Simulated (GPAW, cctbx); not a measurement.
## Bonding in GaRhS3 as X-rays see it

Question: by how much does bonding change the X-ray structure factors of GaRhS3, how firmly does DFT give the change, and what does a routine refinement make of it?

The cell comes from substitution in a known structure type and wasn't matched to any measured phase. All numbers below are calculated.

**1. Relax the structure**

The density hangs on the geometry, so cell and atoms are relaxed first, with the symmetry held. The cutoff is set higher than for the density because stress converges slowly with plane waves.

Settings: GPAW 26.7.0, PBE, 570 eV, 4×4×1 k-points (along the axes of the calculation cell), Fermi–Dirac width 0.05 eV, BFGS to 0.03 eV/Å.

```text
cell
1.0
     3.972000000    0.000000000    0.000000000
    -1.986000000    3.439852904    0.000000000
     0.000000000    0.000000000   14.339000000
Rh Ga S
2 2 6
Direct
0.000000000 0.000000000 0.000000000
0.000000000 0.000000000 0.500000000
0.333333333 0.666666667 0.750000000
0.666666667 0.333333333 0.250000000
0.333333333 0.666666667 0.580000000
0.333333333 0.666666667 0.920000000
0.666666667 0.333333333 0.420000000
0.666666667 0.333333333 0.080000000
0.000000000 0.000000000 0.250000000
0.000000000 0.000000000 0.750000000
```

```console
$ OMP_NUM_THREADS=1 mpirun -n 4 gpaw python run.py > gpaw.log
```

```text
BFGS:    0      -47.857181        1.669653
BFGS:    1      -48.020388        1.364345
BFGS:    2      -48.397021        0.436393
BFGS:    3      -48.402936        0.409065
...
BFGS:    9      -48.473912        0.100934
BFGS:   10      -48.476471        0.057619
BFGS:   11      -48.477102        0.014224
cell  3.8766 3.8766 14.5653  90.00 90.00 120.00
volume 189.561 A^3, largest force 0.014 eV/A, largest stress 0.04 GPa
```

After 11 steps the volume has changed by -3.2 % and the energy by -0.620 eV; the largest stress left is 0.04 GPa. It took 3.7 min on 4 cores of Arm Neoverse N1 (shared host), peak memory 1.3 GiB.

Relaxed structure: P6_3/mmc (no. 194), a = 3.8766 Å, b = 3.8766 Å, c = 14.5653 Å, α = 90.00°, β = 90.00°, γ = 120.00°.

| atom | mult. | x | y | z |
| --- | --- | --- | --- | --- |
| Rh1 | 2 | 0 | 0 | 0 |
| Ga1 | 2 | 1/3 | 2/3 | 3/4 |
| S1 | 4 | 1/3 | 2/3 | 0.5718 |
| S2 | 2 | 0 | 0 | 1/4 |

**2. The all-electron density**

X-rays see the whole electron density, so the PAW density is rebuilt with its core regions. Subtracting spherical free atoms from the same code cancels the cores and leaves the deformation density Δρ, the part due to bonding.

Settings: PBE, 450 eV, 6×6×2 k-points (along the axes of the calculation cell), Fermi–Dirac width 0.05 eV; primitive cell of 10 atoms.

```console
$ OMP_NUM_THREADS=1 mpirun -n 4 gpaw python run.py > gpaw.log
```

```text
|iter:   1|       0s |  -50.483915 | +0.26 |       |
|iter:   2|       3s |  -49.974952 | -1.30 | -1.02 |
|iter:   3|       5s |  -48.608257 | -1.52 | -1.09 |
...
|iter:   9|      19s |  -48.431816c| -5.97 | -3.63 |
|iter:  10|      21s |  -48.431818c| -6.84 | -4.36c|
|iter:  11|      24s |  -48.431818c| -7.48c| -4.85c|
```

```text
grid (40, 40, 144)  electrons 248.000  moved by bonding 2.592 e
deformation density beyond 0.5 A of the nuclei: max 0.529, min -1.007 e/A^3
atom        x       y       z   Voronoi charge  moment
Rh1    0.0000  0.0000  0.0000      0.092       0.00
Rh2    0.0000  0.0000  0.5000      0.092       0.00
Ga3    0.3333  0.6667  0.7500      0.308       0.00
Ga4    0.6667  0.3333  0.2500      0.308       0.00
S 5    0.3333  0.6667  0.5718     -0.105       0.00
S 6    0.3333  0.6667  0.9282     -0.105       0.00
S 7    0.6667  0.3333  0.4282     -0.105       0.00
S 8    0.6667  0.3333  0.0718     -0.105       0.00
S 9    0.0000  0.0000  0.2500     -0.189       0.00
S 10   0.0000  0.0000  0.7500     -0.189       0.00
mean inner potential of superposed free atoms 16.052 V
total magnetic moment 0.000 muB
```

Deformation density in a plane through the shortest contact of the Ga atom at the origin, in 0.01 e/Å³ (clipped at ±99); x from -1.6 to 3.8 Å, y from 2.4 down to -2.4 Å:

```text
 -5  -8   3   6   3   0  -2  -2  -2  -2  -1  -1  -5  -5  -2  -7
  2   .   .  -8  -2  -1  -2  -2  -2  -2  -3  -6  -6   .   .  -3
 -4   .   .   1   1  -1  -2  -2  -2  -2  -2  -3  -7   .   .  -6
 -3  -1  10  12   5  -1  -3  -2  -1  -1   1   5   3  -4  -7  -6
 -1   2   7   4  -3  -6  -6  -1   1  -2  -2   8  13   7  -1  -3
 -2  -2  -3  -7   .  -1  -7   2   8  -1  -9   .   3   3   0  -2
 -2  -4  -7  -3   .   .  -7   4  13   5   .   . -10  -3  -1  -2
 -2  -2  -3  -7   .  -1  -7   2   8  -1  -9   .   3   3   0  -2
 -1   2   7   4  -3  -6  -6  -1   1  -2  -2   8  13   7  -1  -3
 -3  -1  10  12   5  -1  -3  -2  -1  -1   1   5   3  -4  -7  -6
 -4   .   .   1   1  -1  -2  -2  -2  -2  -2  -3  -7   .   .  -6
  2   .   .  -8  -2  -1  -2  -2  -2  -2  -3  -6  -6   .   .  -3
 -5  -8   3   6   3   0  -2  -2  -2  -2  -1  -1  -5  -5  -2  -7
```

Atoms in or within 0.15 Å of the plane: Ga (3.4, -1.9), Ga (0.0, 0.0), Ga (3.4, 1.9), S (-1.1, -1.9), S (2.2, 0.0), S (-1.1, 1.9) Å. Dots mark points within about 0.45 Å of a nucleus; large values next to them are atomic features.

S gains most (-0.13 e) and Ga loses most (+0.31 e), in averages over each element's sites, as electronegativity suggests. Such charges fall far short of formal ones, since overlapping free atoms already put density on their neighbours. Along the shortest contact from the Ga atom at the map's origin, Ga–S at 2.24 Å, Δρ is +0.10 e/Å³ at the midpoint and highest, +0.13, 1.33 Å from Ga (points within 0.5 Å of a nucleus left out): a bond charge, the mark of covalency, pulled towards S. At the midpoints of other shortest contacts it is +0.07 (Rh–S, 2.47 Å) and 0.00 (S–S, 3.06 Å) e/Å³. Point values carry grid noise of about 0.01 e/Å³. The run needed 11 iterations, 38 s.

**3. Structure factors**

The Fourier components of Δρ, added to those of the free atoms, give the static X-ray structure factors; the Mott–Bethe relation turns them into the Fourier components V of the potential that fast electrons feel.

```text
static structure factors of the conventional cell: F in electrons, V (Mott-Bethe) in volts
   h  k  l      d  |F| table  |F| free   |F| DFT   change   |V| free  |V| DFT  change %
   0  0  2  7.2827    34.376    34.408    34.637    0.229     1.625    1.332    -18.0
   0  0  4  3.6413   147.971   147.955   147.728   -0.227     6.809    6.881      1.1
   1  0  0  3.3572    51.349    51.235    51.610    0.375     2.116    2.014     -4.8
   1  0  1  3.2715    65.042    65.099    65.372    0.274     3.301    3.230     -2.1
   1  0  2  3.0489    63.280    63.138    62.515   -0.623     1.354    1.494     10.3
   1  0  3  2.7614     4.999     4.934     4.637   -0.298     0.988    0.933     -5.6
   1  0  4  2.4683    74.223    74.188    74.219    0.031     3.567    3.563     -0.1
   0  0  6  2.4276    39.584    39.742    40.018    0.276     3.176    3.137     -1.2
   1  0  5  2.2002    69.504    69.451    69.327   -0.123     3.182    3.196      0.5
   1  0  6  1.9672    87.289    87.126    86.701   -0.424     2.890    2.930      1.4
   1  1  0  1.9383   170.114   169.974   169.687   -0.287     7.088    7.114      0.4
   1  1  2  1.8731    24.097    24.252    23.863   -0.388     0.969    1.002      3.4
   0  0  8  1.8207    93.752    93.473    93.132   -0.341     2.675    2.703      1.0
   1  0  7  1.7686    38.753    38.568    38.557   -0.012     1.211    1.211      0.1
```

The largest X-ray change is -0.62 e on 102, 1.0 % of |F|. For electrons V goes as (Z − F)/g², so a change of F counts against Z − F, which is small at low angle and wherever the atoms' terms cancel: |V| of 002 moves by -18.0 % (1.62 to 1.33 V) against +0.7 % in |F|. The last three rows still change by up to 0.39 e; the table stops while the angles are still low. The tabulated Hartree–Fock atoms differ from the free DFT atoms by up to 0.28 e, so the choice of reference atom matters too.

**4. Which functional?**

The same geometry is run with other functionals, to see whether the bonding signal is larger than the spread between approximations. Free atoms are LDA for LDA and PBE otherwise; meta-GGAs and hybrids keep PBE cores. Any other changed setting is in the row's label.

```
   run  ΔF 102 (e)  ΔF 106 (e)  ΔF 112 (e)  q(S) (e)  moved (e)  time
   PBE      -0.623      -0.424      -0.388    -0.133      2.592  38 s
   LDA      -0.565      -0.422      -0.398    -0.119      2.481  37 s
r2SCAN      -0.636      -0.416      -0.369    -0.151      2.765  98 s
```

At the base's settings ΔF(102) spans -0.636 to -0.565 e, a spread of 11 % of the PBE value; over the three listed reflections the spread is at most 11 %, so sign and size hold across the functionals. Times are from shared hosts.

**5. What a spherical-atom refinement makes of it**

Routine crystallography fits spherical atoms. To see the bias, intensities are simulated from tabulated atoms plus the DFT change ΔF, so that bonding alone can misfit (11748 reflections of the full sphere, merged to the counts below, to 0.4 Å, 1 % proportional noise plus counting noise, assumed isotropic U as listed, Δρ smeared by the mean U) and refined with cctbx over different ranges.

```csv
range,data,R1,GooF,U Rh1 (true 0.0055),U Ga1 (true 0.0063),U S1 (true 0.0078),U S2 (true 0.0078),largest shift (Å),"Δρ max, min (e/Å³)"
all data,662,0.0049,1.25,0.0055,0.0063,0.0078,0.0078,0.0001,"0.37, -0.52"
"low resolution, d > 0.84",87,0.0047,2.05,0.0054,0.0061,0.0076,0.0078,0.0003,"0.18, -0.16"
"high order, d < 0.75",543,0.0051,1.07,0.0055,0.0063,0.0078,0.0077,0.0003,"0.30, -0.34"
"occupancies free, d > 0.7",145,0.0045,1.80,0.0054,0.0063,0.0077,0.0079,0.0001,"0.22, -0.29"
```

With all data GooF is 1.25, diluted by the many high-angle data; the misfit shows at low resolution; the top residual peak lies 2.24 Å from S and 2.24 Å from Ga. No U is off by more than 3 s.u. at low resolution. With Rh1 held at 1 and the scale free, the other occupancies refine to Ga1 1.002(0.002), S1 0.999(0.003) and S2 1.003(0.004), within three s.u. of full.

**6. Answer**

Bonding moves 2.59 e in the primitive cell of GaRhS3 and changes the structure factors of the conventional cell in the table above by at most 0.62 e (102, 1.0 %), and among reflections above 2 % of the strongest by up to 6.0 % (103). The shortest bond, Ga–S, has Δρ = +0.10 e/Å³ at its midpoint, a covalent bond charge. At the base's settings ΔF(102) spans -0.636 to -0.565 e, a spread of 11 % of the PBE value; over the three listed reflections the spread is at most 11 %, so sign and size hold across the functionals. With all data GooF is 1.25, diluted by the many high-angle data. Limits: static density, frozen cores, no spin–orbit coupling.

[Outputs are excerpts: Python notices, other lines and further rows are left out; steps that failed or that the build refused (PBEsol, TPSS) are not shown.]

[Logs are printed without paths, hosts, clocks, repeated set-up lines and the standing remarks that a program may print on its own settings, such as how far it seeks lower states.]
